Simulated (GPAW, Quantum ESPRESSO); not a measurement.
**O K-edge XANES of Na2MoO4 (Fd-3m)**

Aim: the O K edge of Na2MoO4 (Fd-3m) by two routes, a Lanczos recursion (XSpectra) and a sum over empty bands (GPAW), to see which features are robust.

Program: Quantum ESPRESSO 7.5. Level of theory: core-hole supercells, plane-wave PAW LDA (first program; GPAW 26.7.0 follows as the second). Results are calculated unless marked as measured.

Most raw output is cut from this account.

## 1. The structure

The structure is cubic, space group Fd-3m (No. 227). Conventional cell: a = 9.109 Å, b = 9.109 Å, c = 9.109 Å, α = 90.00°, β = 90.00°, γ = 90.00°. Nearest to Mo lie 4 O at 1.77 Å. Nearest to Na lie 6 O at 2.40 Å. Nearest to O lie 1 Mo at 1.77 Å and 3 Na at 2.40 Å. Farther neighbours and most contacts between anions are not listed.

## 2. Ground state of the crystal (Quantum ESPRESSO)

A plain self-consistent run shows whether there is a gap, which decides the set-up of the core-hole run.

File scf.in:

```
&control
   calculation='scf', prefix='x', pseudo_dir='../pp', outdir='tmp', tprnfor=.true.
/
&system
   ibrav=0, nat=14, ntyp=4, nbnd=69
   ecutwfc=62, ecutrho=360
   occupations='smearing', smearing='mv', degauss=0.015
/
&electrons
   conv_thr=1.4e-07, electron_maxstep=120
   mixing_beta=0.5
/
ATOMIC_SPECIES
Mo 1.0 Mo.lda-spn-kjpaw.UPF
Na 1.0 Na.lda-spnl-kjpaw.UPF
O3 1.0 O.lda-n-kjpaw.UPF
O 1.0 O.lda-n-kjpaw.UPF
CELL_PARAMETERS angstrom
  0.00000000 4.55443967 4.55443967
  4.55443967 0.00000000 4.55443967
  4.55443967 4.55443967 0.00000000
ATOMIC_POSITIONS crystal
Mo   0.75000000 0.75000000 0.75000000
Mo   0.50000000 0.50000000 0.50000000
Na   0.12500000 0.62500000 0.12500000
Na   0.12500000 0.12500000 0.62500000
Na   0.62500000 0.12500000 0.12500000
Na   0.12500000 0.12500000 0.12500000
O3   0.86229000 0.86229000 0.41313000
O    0.38771000 0.83687000 0.38771000
O    0.86229000 0.86229000 0.86229000
O    0.83687000 0.38771000 0.38771000
O    0.86229000 0.41313000 0.86229000
O    0.38771000 0.38771000 0.83687000
O    0.41313000 0.86229000 0.86229000
O    0.38771000 0.38771000 0.38771000
K_POINTS automatic
5 5 5 0 0 0
```

File Mo.lda-spn-kjpaw.ld1.in:

```
&input
   title='Mo', zed=42., rel=1, iswitch=3, dft='PZ',
   config='[Kr] 5s2 5p0 4d4'
/
&inputp
   file_pseudopw='Mo.lda-spn-kjpaw.UPF', author='',
   lpaw=.true.,
   pseudotype=3,
   lloc=-1,
   rcloc=1.4,
   which_augfun='PSQ',
   rmatch_augfun_nc=.true.,
   nlcc=.true.,
   new_core_ps=.true.,
   rcore=1.2,
   tm=.true.,
   lgipaw_reconstruction=.true., use_paw_as_gipaw=.true.
/
6
4S  1  0  2.00  0.00  1.10  1.15  0.0
5S  2  0  2.00  0.00  1.10  1.15  0.0
4P  2  1  6.00  0.00  1.00  1.60  0.0
5P  3  1  0.00 -2.50  1.00  1.60  0.0
4D  3  2  4.00  0.00  1.30  1.60  0.0
4D  3  2  0.00  1.00  1.30  1.60  0.0
```

File Na.lda-spnl-kjpaw.ld1.in:

```
&input
   title='Na', zed=11., rel=1, iswitch=3, dft='PZ',
   config='[Ne] 3s1 3p0'
/
&inputp
   file_pseudopw='Na.lda-spnl-kjpaw.UPF', author='',
   lpaw=.true.,
   pseudotype=3,
   lloc=-1,
   rcloc=1.0,
   which_augfun='PSQ',
   rmatch_augfun_nc=.true.,
   nlcc=.true.,
   new_core_ps=.true.,
   rcore=0.7,
   tm=.true.,
   lgipaw_reconstruction=.true., use_paw_as_gipaw=.true.
/
4
2S  1  0  2.00  0.00  1.00  1.25  0.0
3S  2  0  1.00  0.00  1.00  1.25  0.0
2P  2  1  6.00  0.00  0.90  1.30  0.0
3P  2  1  0.00 -1.80  0.90  1.30  0.0
```

File O.lda-n-kjpaw.ld1.in:

```
&input
   title='O', zed=8., rel=1, iswitch=3, dft='PZ',
   config='[He] 2s2 2p4'
/
&inputp
   file_pseudopw='O.lda-n-kjpaw.UPF', author='',
   lpaw=.true.,
   pseudotype=3,
   lloc=-1,
   rcloc=1.1,
   which_augfun='PSQ',
   rmatch_augfun_nc=.true.,
   nlcc=.true.,
   new_core_ps=.true.,
   rcore=0.7,
   tm=.true.,
   lgipaw_reconstruction=.true., use_paw_as_gipaw=.true.
/
4
2S  1  0  2.00  0.00  1.00  1.30  0.0
2S  1  0  0.00  1.00  1.00  1.30  0.0
2P  2  1  4.00  0.00  0.90  1.35  0.0
2P  2  1  0.00  0.05  0.90  1.35  0.0
```

The run is started by

```
$ OMP_NUM_THREADS=1 mpirun --oversubscribe --bind-to none -np 4 pw.x -nk 4 -in scf.in > scf.out
```

It took 93 s on 4 MPI ranks of Arm Neoverse V2, shared host; peak memory 0.35 GiB.

Absorbing atoms carry a label of their own (element plus a letter or digit), as the spectrum program needs them as separate species.

The mesh shows a gap of 4.44 eV, so the hole is first treated in a charged cell, without the excited electron.

## 3. Spectrum without a core hole, O atom 7 (Quantum ESPRESSO)

This cheap baseline ignores the attraction of the hole: it shows the absorber's empty states as they are in the ground state.

The absorber has 1 Mo at 1.77 Å (terminal, site symmetry 3m).

File xspectra.in:

```
&input_xspectra
   calculation='xanes_dipole', edge='K'
   prefix='x', outdir='tmp', xiabs=3, xe0=5.935
   xonly_plot=.false., x_save_file='xanes.sav'
   xniter=3000, xcheck_conv=20, xerror=0.005
   xcoordcrys=.false., xepsilon(1)=1, xepsilon(2)=0, xepsilon(3)=0
/
&plot
   xnepoint=413, xemin=-10, xemax=45, terminator=.true., cut_occ_states=.true.
   xgamma=0.4
/
&pseudos
   filecore='../O.wfc'
/
&cut_occ
   cut_desmooth=0.1, cut_stepl=0.05, cut_stepu=0.05, cut_ierror=1e-5
/
4 4 4 0 0 0
```

The run is started by

```
$ OMP_NUM_THREADS=1 mpirun --oversubscribe --bind-to none -np 4 xspectra.x -nk 4 -in xspectra.in > xspectra.out
```

The job ended after 2.4 min (4 MPI ranks; peak memory 0.21 GiB).

The O K spectrum, O atom 7, no core hole (energy from the lowest empty level; intensity scaled to a mean of 1 over the first 20 eV; the points at xe0, where the cut of filled states can leave a spike, are interpolated):

| E (eV) | intensity |
| --- | --- |
| -2.0 | 0.13 |
| -1.5 | 0.19 |
| -1.0 | 0.32 |
| -0.5 | 0.68 |
| 0.0 | 1.89 |
| 0.5 | 2.03 |
| 1.0 | 1.48 |
| 1.5 | 2.13 |
| 2.0 | 1.88 |
| 2.5 | 1.61 |
| 3.0 | 0.96 |
| 3.5 | 0.63 |
| 4.0 | 0.78 |
| 4.5 | 0.90 |
| 5.0 | 0.82 |
| 5.5 | 0.90 |
| 6.0 | 0.85 |
| 6.5 | 1.06 |
| 7.0 | 1.38 |
| 7.5 | 1.45 |
| 8.0 | 1.64 |
| 8.5 | 1.34 |
| 9.0 | 1.14 |
| 9.5 | 1.13 |
| 10.0 | 0.91 |
| 10.5 | 0.63 |
| 11.0 | 0.53 |
| 11.5 | 0.50 |
| 12.0 | 0.48 |
| 12.5 | 0.57 |
| 13.0 | 0.77 |
| 13.5 | 0.89 |
| 14.0 | 0.94 |
| 14.5 | 1.09 |
| 15.0 | 1.01 |
| 15.5 | 0.75 |
| 16.0 | 0.71 |
| 16.5 | 0.79 |
| 17.0 | 0.72 |
| 17.5 | 0.73 |
| 18.0 | 0.74 |
| 18.5 | 0.69 |
| 19.0 | 0.59 |
| 19.5 | 0.52 |
| 20.0 | 0.51 |
| 20.5 | 0.54 |
| 21.0 | 0.62 |
| 21.5 | 0.60 |
| 22.0 | 0.58 |
| 22.5 | 0.57 |
| 23.0 | 0.71 |
| 23.5 | 0.81 |
| 24.0 | 0.89 |
| 24.5 | 0.99 |
| 25.0 | 1.04 |
| 25.5 | 0.99 |
| 26.0 | 0.73 |
| 26.5 | 0.62 |
| 27.0 | 0.62 |
| 27.5 | 0.60 |
| 28.0 | 0.60 |
| 28.5 | 0.67 |
| 29.0 | 0.64 |
| 29.5 | 0.55 |
| 30.0 | 0.49 |
| 30.5 | 0.54 |
| 31.0 | 0.50 |
| 31.5 | 0.53 |
| 32.0 | 0.53 |

Main maxima below 24 eV (height): 0.3 eV (2.38), 1.7 eV (2.19), 5.5 eV (0.91), 7.9 eV (1.67), 9.5 eV (1.14) and 14.5 eV (1.09). A K edge sees empty p states; the first features are O p mixed into the empty d states of the Mo neighbours, and the broad ones above probably into the cations' higher empty bands.

## 4. Another broadening

The final state's lifetime shortens with energy, so measured features broaden above the edge; the saved Lanczos coefficients are redrawn with a width that grows.

File xspectra_plot.in:

```
&input_xspectra
   calculation='xanes_dipole', edge='K'
   prefix='x', outdir='tmp', xiabs=3, xe0=5.935
   xonly_plot=.true., x_save_file='xanes.sav'
   xniter=3000, xcheck_conv=20, xerror=0.005
   xcoordcrys=.false., xepsilon(1)=1, xepsilon(2)=0, xepsilon(3)=0
/
&plot
   xnepoint=413, xemin=-10, xemax=45, terminator=.true., cut_occ_states=.true.
   gamma_mode='variable', gamma_energy(1)=4, gamma_energy(2)=25, gamma_value(1)=0.3, gamma_value(2)=2.5
/
&pseudos
   filecore='../O.wfc'
/
&cut_occ
   cut_desmooth=0.1, cut_stepl=0.05, cut_stepu=0.05, cut_ierror=1e-5
/
4 4 4 0 0 0
```

The run is started by

```
$ OMP_NUM_THREADS=1 xspectra.x -in xspectra_plot.in > xspectra_plot.out
```

Wall time 1.8 s (1 MPI rank); peak memory 0.04 GiB.

With a Lorentzian half width 0.3 eV up to 4 eV, rising linearly to 2.5 eV at 25 eV (counted from xe0, 2.2 eV below the zero used here), the maxima are 0.2 eV (2.84), 1.5 eV (2.44), 7.8 eV (1.31) and 14.3 eV (0.82).

## 5. Cell without a hole, the energy reference (Quantum ESPRESSO)

The photon energy needs a difference of total energies, so the cell and mesh of the coming hole run are first run without a hole.

scf.in, as its differences from that of step 2:

```diff
@@ -4,5 +4,5 @@
 &system
-   ibrav=0, nat=14, ntyp=4, nbnd=69
+   ibrav=0, nat=14, ntyp=3, nbnd=60
    ecutwfc=62, ecutrho=360
-   occupations='smearing', smearing='mv', degauss=0.015
+   occupations='fixed'
 /
@@ -15,3 +15,2 @@
 Na 1.0 Na.lda-spnl-kjpaw.UPF
-O3 1.0 O.lda-n-kjpaw.UPF
 O 1.0 O.lda-n-kjpaw.UPF
@@ -28,3 +27,3 @@
 Na   0.12500000 0.12500000 0.12500000
-O3   0.86229000 0.86229000 0.41313000
+O    0.86229000 0.86229000 0.41313000
 O    0.38771000 0.83687000 0.38771000
@@ -37,2 +36,2 @@
 K_POINTS automatic
-5 5 5 0 0 0
+4 4 4 0 0 0
```

The run is started by

```
$ OMP_NUM_THREADS=1 mpirun --oversubscribe --bind-to none -np 4 pw.x -nk 4 -in scf.in > scf.out
```

Elapsed: 42 s, on 4 MPI ranks; peak memory 0.31 GiB.

Reference energy: -254031.403 eV with the cores included.

## 6. The atom with a core hole (Quantum ESPRESSO)

The frozen core must hold the hole, so the absorber gets a data set of its own.

File O.lda-n-kjpaw-1sch.ld1.in:

```
&input
   title='O', zed=8., rel=1, iswitch=3, dft='PZ',
   config='1s1 2s2 2p5'
/
&inputp
   file_pseudopw='O.lda-n-kjpaw-1sch.UPF', author='',
   lpaw=.true.,
   pseudotype=3,
   lloc=-1,
   rcloc=1.1,
   which_augfun='PSQ',
   rmatch_augfun_nc=.true.,
   nlcc=.true.,
   new_core_ps=.true.,
   rcore=0.7,
   tm=.true.,
   zval=7,
   lgipaw_reconstruction=.true., use_paw_as_gipaw=.true.
/
4
2S  1  0  2.00  0.00  1.00  1.30  0.0
2S  1  0  0.00  1.00  1.00  1.30  0.0
2P  2  1  5.00  0.00  0.90  1.35  0.0
2P  2  1  0.00  0.05  0.90  1.35  0.0
```

The run is started by

```
$ ld1.x < O.lda-n-kjpaw-1sch.ld1.in > O.lda-n-kjpaw-1sch.ld1.out
```

Elapsed: 0.59 s, on 1 MPI rank; peak memory 0.12 GiB.

Removing the core electron and adding it to the valence shell costs the free atom 530.6 eV.

## 7. Cell with FCH, O atom 7 (Quantum ESPRESSO)

The holes are 6.4 Å apart. The excited electron is left out and a uniform background balances the charge.

scf.in, as its differences from that of step 5:

```diff
@@ -4,5 +4,6 @@
 &system
-   ibrav=0, nat=14, ntyp=3, nbnd=60
+   ibrav=0, nat=14, ntyp=4, nbnd=60
    ecutwfc=62, ecutrho=360
    occupations='fixed'
+   tot_charge=1
 /
@@ -15,2 +16,3 @@
 Na 1.0 Na.lda-spnl-kjpaw.UPF
+O0 1.0 O.lda-n-kjpaw-1sch.UPF
 O 1.0 O.lda-n-kjpaw.UPF
@@ -27,3 +29,3 @@
 Na   0.12500000 0.12500000 0.12500000
-O    0.86229000 0.86229000 0.41313000
+O0   0.86229000 0.86229000 0.41313000
 O    0.38771000 0.83687000 0.38771000
```

The run is started by

```
$ OMP_NUM_THREADS=1 mpirun --oversubscribe --bind-to none -np 4 pw.x -nk 4 -in scf.in > scf.out
```

Wall time 91 s (4 MPI ranks); peak memory 0.33 GiB; 6.1 min of CPU time.

Energy with the hole: -253504.090 eV, cores included.

## 8. Spectrum with FCH, O atom 7 (Quantum ESPRESSO)

The Lanczos recursion gives the spectrum without computing empty bands; each polarisation needs a run of its own on the full k mesh. xe0 is set between filled and empty states, and states below it are cut. The file of filecore holds the core orbital, taken from the hole-free data set.

xspectra.in, as its differences from that of step 3:

```diff
@@ -2,3 +2,3 @@
    calculation='xanes_dipole', edge='K'
-   prefix='x', outdir='tmp', xiabs=3, xe0=5.935
+   prefix='x', outdir='tmp', xiabs=3, xe0=5.6026
    xonly_plot=.false., x_save_file='xanes.sav'
```

The run is started by

```
$ OMP_NUM_THREADS=1 mpirun --oversubscribe --bind-to none -np 4 xspectra.x -nk 4 -in xspectra.in > xspectra.out
```

Wall time 2.4 min (4 MPI ranks); peak memory 0.21 GiB.

The O K spectrum, O atom 7, full core hole (charged cell) (energy from the lowest empty level; intensity scaled to a mean of 1 over the first 20 eV; the points at xe0, where the cut of filled states can leave a spike, are interpolated):

| E (eV) | intensity |
| --- | --- |
| -2.00 | 0.13 |
| -1.25 | 0.27 |
| -0.50 | 0.86 |
| 0.25 | 2.20 |
| 1.00 | 1.40 |
| 1.75 | 2.33 |
| 2.50 | 0.84 |
| 3.25 | 0.57 |
| 4.00 | 0.51 |
| 4.75 | 0.82 |
| 5.50 | 0.93 |
| 6.25 | 0.97 |
| 7.00 | 1.02 |
| 7.75 | 1.55 |
| 8.50 | 1.67 |
| 9.25 | 1.25 |
| 10.00 | 1.03 |
| 10.75 | 0.77 |
| 11.50 | 0.48 |
| 12.25 | 0.50 |
| 13.00 | 0.54 |
| 13.75 | 0.84 |
| 14.50 | 1.09 |
| 15.25 | 1.27 |
| 16.00 | 1.04 |
| 16.75 | 0.78 |
| 17.50 | 0.81 |
| 18.25 | 0.69 |
| 19.00 | 0.71 |
| 19.75 | 0.66 |
| 20.50 | 0.59 |
| 21.25 | 0.63 |
| 22.00 | 0.79 |
| 22.75 | 0.81 |
| 23.50 | 0.87 |
| 24.25 | 1.12 |
| 25.00 | 1.15 |
| 25.75 | 1.09 |
| 26.50 | 0.86 |
| 27.25 | 0.60 |
| 28.00 | 0.63 |
| 28.75 | 0.64 |
| 29.50 | 0.75 |
| 30.25 | 0.58 |
| 31.00 | 0.56 |
| 31.75 | 0.60 |

Main maxima below 24 eV (height): 0.2 eV (2.44), 1.6 eV (2.44), 5.5 eV (0.93), 8.6 eV (1.69), 15.4 eV (1.29) and 17.4 eV (0.82). 

The hole costs E(hole) − E(ground) = 527.31 eV, and the lowest empty level of the hole cell lies at 7.20 eV, which puts the zero at 534.51 eV. One term is added: -8.83 eV, since the hole is spin-paired here and a spin-polarised one costs that much less in the free atom (computed apart). The photon energy is then 525.68 eV. The functional and the charged cell's background leave an error in such absolute values: in the free atom LDA prices this hole 4.1 eV below PBE (computed apart), and PBE is itself good to a few eV.

## 9. Another broadening

xspectra_plot.in, as its differences from that of step 4:

```diff
@@ -2,3 +2,3 @@
    calculation='xanes_dipole', edge='K'
-   prefix='x', outdir='tmp', xiabs=3, xe0=5.935
+   prefix='x', outdir='tmp', xiabs=3, xe0=5.6026
    xonly_plot=.true., x_save_file='xanes.sav'
```

The run is started by

```
$ OMP_NUM_THREADS=1 xspectra.x -in xspectra_plot.in > xspectra_plot.out
```

Wall time 1.8 s (1 MPI rank); peak memory 0.05 GiB.

With a Lorentzian half width 0.3 eV up to 4 eV, rising linearly to 2.5 eV at 25 eV (counted from xe0, 1.6 eV below the zero used here), the maxima are 0.2 eV (3.05), 1.6 eV (2.83), 8.3 eV (1.38) and 15.1 eV (0.92).

## 10. Cell with XCH, O atom 7 (Quantum ESPRESSO)

The holes are 6.4 Å apart. The excited electron is kept in the cell, where it fills the lowest empty states and screens the hole.

Changed against the first core-hole run: core hole to XCH.

scf.in, as its differences from that of step 7:

```diff
@@ -4,6 +4,5 @@
 &system
-   ibrav=0, nat=14, ntyp=4, nbnd=60
+   ibrav=0, nat=14, ntyp=4, nbnd=70
    ecutwfc=62, ecutrho=360
-   occupations='fixed'
-   tot_charge=1
+   occupations='smearing', smearing='gaussian', degauss=0.003
 /
```

The run is started by

```
$ OMP_NUM_THREADS=1 mpirun --oversubscribe --bind-to none -np 4 pw.x -nk 4 -in scf.in > scf.out
```

Run time: 77 s. Hardware: 4 MPI ranks; peak memory 0.34 GiB.

Energy with the hole: -253496.220 eV, cores included.

## 11. Excitation energy, O atom 7 (Quantum ESPRESSO)

With the excited electron kept in the cell the system stays neutral, and the energy difference is an excitation energy by itself. In a small cell that electron takes up a good share of the lowest empty band, or all of one, which shifts the value from the true onset.

The total-energy difference is 535.18 eV. With the free-atom term of -8.83 eV for this edge, the photon energy is 526.35 eV.

## 12. The field without a hole (GPAW)

The second program starts from its own ground state, on the same cell and functional.

File scf.py:

```python
import numpy as np
from ase import Atoms
from ase.parallel import parprint, paropen
from gpaw import GPAW, PW, FermiDirac, Mixer, MixerDif, setup_paths
from gpaw.test import gen
setup_paths.insert(0, '.')
gen('O', name='nch1s', xcname='LDA', corehole=(1, 0, 0), write_xml=True)
from gpaw.mpi import world
world.barrier()

atoms = Atoms('Mo2Na4O8',
    cell=[[0, 4.55443967, 4.55443967],
     [4.55443967, 0, 4.55443967],
     [4.55443967, 4.55443967, 0]],
    scaled_positions=[[0.75, 0.75, 0.75],
     [0.5, 0.5, 0.5],
     [0.125, 0.625, 0.125],
     [0.125, 0.125, 0.625],
     [0.625, 0.125, 0.125],
     [0.125, 0.125, 0.125],
     [0.86229, 0.86229, 0.41313],
     [0.38771, 0.83687, 0.38771],
     [0.86229, 0.86229, 0.86229],
     [0.83687, 0.38771, 0.38771],
     [0.86229, 0.41313, 0.86229],
     [0.38771, 0.38771, 0.83687],
     [0.41313, 0.86229, 0.86229],
     [0.38771, 0.38771, 0.38771]],
    pbc=True)
atoms.calc = calc = GPAW(legacy_gpaw=True, mode=PW(500, force_complex_dtype=True), xc='LDA', setups={6: 'nch1s'},
    kpts={'size': (5, 5, 5), 'gamma': True}, occupations=FermiDirac(0.05),
    charge=0, mixer=Mixer(0.1, 5, 50), maxiter=150,
    convergence={'density': 0.0001, 'eigenstates': 1e-6}, txt='scf.txt')
energy = atoms.get_potential_energy() + calc.get_reference_energy()
ef = calc.get_fermi_level()
out = dict(energy=energy, fermi=ef, forces=atoms.get_forces().tolist())
parprint(f'all-electron energy {energy:.4f} eV, Fermi level {ef:.4f} eV')
ev = np.array([[calc.get_eigenvalues(k, s) for k in range(len(calc.get_ibz_k_points()))] for s in range(calc.get_number_of_spins())])
out['homo'], out['lumo'], out['counts'] = ev[ev < ef].max(), ev[ev > ef].min(), sorted(set((ev < ef).sum((0, 2)).tolist()))
out['filled'] = (ev[:, 0] < ef).sum(1).tolist()
import json
with paropen('out.json', 'w') as f:
    json.dump(out, f)
```

The run is started by

```
$ OMP_NUM_THREADS=1 mpirun -n 4 gpaw python scf.py
```

It took 42 s on 4 MPI ranks; peak memory 0.32 GiB.

The mesh shows a gap of 4.38 eV, so the hole is first treated in a charged cell, without the excited electron.

## 13. Reference energy of the cell (GPAW)

Total energies of two programs can't be mixed, so the cell and mesh of GPAW's hole run get a reference energy of their own.

scf.py, as its differences from that of step 12:

```diff
@@ -30,3 +30,3 @@
 atoms.calc = calc = GPAW(legacy_gpaw=True, mode=PW(500, force_complex_dtype=True), xc='LDA', setups={6: 'nch1s'},
-    kpts={'size': (5, 5, 5), 'gamma': True}, occupations=FermiDirac(0.05),
+    kpts={'size': (4, 4, 4), 'gamma': True}, occupations=FermiDirac(0.02),
     charge=0, mixer=Mixer(0.1, 5, 50), maxiter=150,
```

The job ended after 34 s (4 MPI ranks; peak memory 0.31 GiB; 2.3 min of CPU time).

Reference energy: -253962.323 eV with the cores included.

(Continued in part 2 of 2.)

[Logs are printed without paths, hosts, clocks, repeated set-up lines and the standing remarks that a program may print on its own settings, such as how far it seeks lower states.]

[Hosts, paths, dates, database ids (printed as entryN), source tags and the programs' standing remarks are cut or masked in the printed files.]

[Lists of maxima count a maximum above −3 eV only where it reaches 4 % of the highest in the window and stands out from its surroundings by 2 % of it (1.5 % where it reaches 55 %); shoulders and weaker maxima are passed over, and of the rest the first, up to two pre-edge ones and the few strongest are named.]
